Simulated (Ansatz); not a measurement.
# AgF (model cell, started as CsCl type): from the cell to its phonons, part 2 of 2

Wanted: vibrations and spectra of AgF (model cell, started as CsCl type); the cell is already relaxed. After the zone centre comes a 4×4×4 q mesh on a 12×12×12 k mesh.

Ansatz 0.2.0; DFT LDA, scalar-relativistic, plane waves, PAW.

So far. Step 2 (Zone-centre response): Before it was imposed, the acoustic sum rule was missed by 1.3e-4 eV/Å². Small misses are needed for a sound result but don't prove that mesh and cutoff are converged. The lowest optical mode is real, 169 cm⁻¹.

The structure was built from a prototype and need not be the compound's stable phase.

**3. Response at finite wavevector (continued)**

Tetrahedra on a 24×24×24 mesh, mean over bins of 5 cm-1. Interpolated from a 4×4×4 q mesh. Phonon density of states against wavenumber; read off at these points:

wavenumber (cm⁻¹), phonon density of states (1/cm⁻¹/cell) and a bar:
```
      -18     0.0003 
       -8     0.0035 ##
       -2     0.0029 ##
        8     0.0033 ##
       18     0.0058 ####
       22     0.0083 ######
       32     0.0201 ##############
       42     0.0300 #####################
       48     0.0319 ######################
       58     0.0300 #####################
       62     0.0299 #####################
       72     0.0294 ####################
       82     0.0421 #############################
       88     0.0268 ###################
       98     0.0314 ######################
      108     0.0400 ############################
      112     0.0422 #############################
      118     0.0433 ##############################
      122     0.0404 ############################
      132     0.0227 ################
      138     0.0221 ###############
      148     0.0161 ###########
      158     0.0136 #########
      162     0.0125 #########
      172     0.0110 ########
      182     0.0118 ########
      188     0.0134 #########
      198     0.0175 ############
      208     0.0209 ##############
      212     0.0182 #############
      222     0.0174 ############
      228     0.0195 #############
      232     0.0240 #################
      238     0.0234 ################
      248     0.0227 ################
      252     0.0228 ################
      262     0.0126 #########
      272     0.0081 ######
      278     0.0062 ####
      288     0.0001
```

The partial phonon density of states has structure finer than the step of the table below, so its rows give means over 10 cm⁻¹, whole bins alone (the curve runs from -26.2 to 304 cm⁻¹). Peaks (cm⁻¹: height): Ag 46.5: 0.0320, 56.8: 0.0311, 81.7: 0.0344, 94.2: 0.0297, 110.8: 0.0296; F 123.3: 0.0287, 168.9: 0.0117, 193.8: 0.0170, 208.4: 0.0211, 229.1: 0.0233.

Phonopy on the run's constants, 19x19x19 mesh, Gaussian sigma 2.4 cm-1. Interpolated from a 4×4×4 q mesh. Table of partial phonon density of states by wavenumber; means over each step; values in 1/cm⁻¹/cell:

```tsv
wavenumber (cm⁻¹)	Ag	F
-20	9.5e-4	2.0e-4
-10	0.00219	4.5e-4
0	9.3e-4	1.9e-4
10	0.00465	9.3e-4
20	0.00572	0.00109
30	0.0154	0.00201
40	0.0252	0.00227
50	0.0286	0.00242
60	0.0277	0.00254
70	0.0269	0.00278
80	0.0314	0.00358
90	0.0276	0.00392
100	0.0258	0.00670
110	0.0270	0.0135
120	0.0159	0.0254
130	0.00336	0.0225
140	0.00314	0.0186
150	0.00473	0.0118
160	0.00270	0.00958
170	0.00260	0.0102
180	0.00160	0.00845
190	0.00256	0.0134
200	0.00230	0.0140
210	0.00293	0.0182
220	0.00174	0.0143
230	0.00192	0.0206
240	0.00173	0.0211
250	0.00161	0.0205
260	7.7e-4	0.0144
270	2.6e-4	0.00903
280	7.0e-5	0.00486
290	1.5e-6	3.8e-4
```

Second derivatives of the energy by pair, one row for each kind of neighbour of each atom listed. Each entry sums the pair over the periodic images of the supercell that the q mesh stands for, and in a polar crystal it holds the long-range dipole part too. Force constants by pair, by row:

```tsv
atom	neighbour	distance (Å)	third of the trace (eV/Å²)	along the pair's line (eV/Å²)
Ag1	itself	0	3.689	–
Ag1	F	2.513	-0.2821	-0.9982
Ag1	Ag	2.902	-0.1806	-1.296
Ag1	Ag	4.104	-0.0266	-0.1958
Ag1	F	4.812	0.0147	0.0777
Ag1	Ag	5.026	-0.0372	-0.112
Ag1	Ag	5.804	-0.0064	-0.0776
Ag1	F	6.324	0.0049	0.0171
Ag1	Ag	6.489	-0.0028	-0.0256
F2	itself	0	2.486	–
F2	Ag	2.513	-0.2821	-0.9982
F2	F	2.902	-0.0283	-0.7106
F2	F	4.104	-0.0695	-0.2511
F2	Ag	4.812	0.0147	0.0777
F2	F	5.026	0.0413	0.0991
F2	F	5.804	-0.0171	-0.0729
F2	Ag	6.324	0.0049	0.0171
F2	F	6.489	-0.0045	-0.0182
```

Symmetry leaves 10 wavevectors to solve. The lowest mode among them, the acoustic zeros apart, lies at q = (0, 0, 0.25) and is imaginary, 13.7i cm⁻¹, so the energy falls along it.

**4. Isotope substitution**

An isotope changes the mass and not the force constants, so no new electronic calculation is needed; the shifts show which modes move this element.

The same force constants with the mass of Ag changed from 107.868 to 108.905 u (phonopy, no LO-TO term). Both lists are sorted by frequency; levels can cross, so a row need not hold one and the same mode. Modes under 3 cm⁻¹ are left out. Isotope shifts, by row:

```tsv
q	rank	natural mass (cm⁻¹)	changed mass (cm⁻¹)
0 0 0	4	169.2	169
0 0 0	5	169.2	169
0 0 0	6	169.2	169
0 0 0.25	1	-13.71	-13.66
0 0 0.25	2	-13.71	-13.66
0 0 0.25	3	107.3	106.9
0 0 0.25	4	138.6	138.4
0 0 0.25	5	138.6	138.4
0 0 0.25	6	248.2	248.1
0 0 -0.5	1	51.16	50.91
0 0 -0.5	2	51.16	50.91
0 0 -0.5	3	92.61	92.61
0 0 -0.5	4	92.61	92.61
0 0 -0.5	5	150.6	149.9
0 0 -0.5	6	285.6	285.6
0 0.25 0.25	1	22.06	21.97
0 0.25 0.25	2	59.83	59.58
0 0.25 0.25	3	113.9	113.4
0 0.25 0.25	4	127.8	127.8
0 0.25 0.25	5	217.4	217.3
0 0.25 0.25	6	225.9	225.9
```

A mode of this element alone would shift by -0.48 %. The highest zone-centre frequency without the field goes from 169.2 to 169.0 cm⁻¹ (-0.1 %). The product of the frequency ratios over all optical modes at Γ is 0.998; the product rule, (m/m′)^(3k/2) (M′/M)^(3/2) with k = 1 such atoms and M the mass of the cell, gives 0.998.

**5. Summary of results**

```json
{
  "space group (within 0.01 Å)": "Pm-3m",
  "volume per atom": "12.2 Å³",
  "electronic character": "no gap on this mesh",
  "highest optical mode at the zone centre (no LO-TO term)": "169 cm⁻¹",
  "lowest optical zone-centre mode": "169 cm⁻¹",
  "lowest mode on the q mesh (acoustic modes at Γ apart)": "-13.7 cm⁻¹",
  "highest frequency on the path or at a solved wavevector": "286 cm⁻¹",
  "imaginary modes on the 4×4×4 q mesh": "yes"
}
```

**Reading.** Modes are clearly imaginary (beyond 10i cm⁻¹) at 1 of the 10 irreducible wavevectors, most at q = (0, 0, 0.25) (13.7i cm⁻¹), so this structure is not a minimum of the energy. The optical modes at Γ form one degenerate level at 169 cm⁻¹. The highest mode in this list at Γ, 169.2 cm⁻¹, is mostly motion of F (85 % of the kinetic energy). With no gap, or one that is small against the smearing, the frequencies hang on the k mesh and the smearing, most of all near Kohn anomalies. The starting cell was built on a prototype and not taken from a measurement, so the phase need not exist. These are harmonic frequencies at zero temperature: anharmonic shifts, linewidths and thermal expansion are left out.

[Logs are printed without paths, hosts, clocks, repeated set-up lines and the standing remarks that a program may print on its own settings, such as how far it seeks lower states.]

[Hosts, paths, dates, database ids (printed as entryN), source tags and the programs' standing remarks are cut or masked in the printed files.]
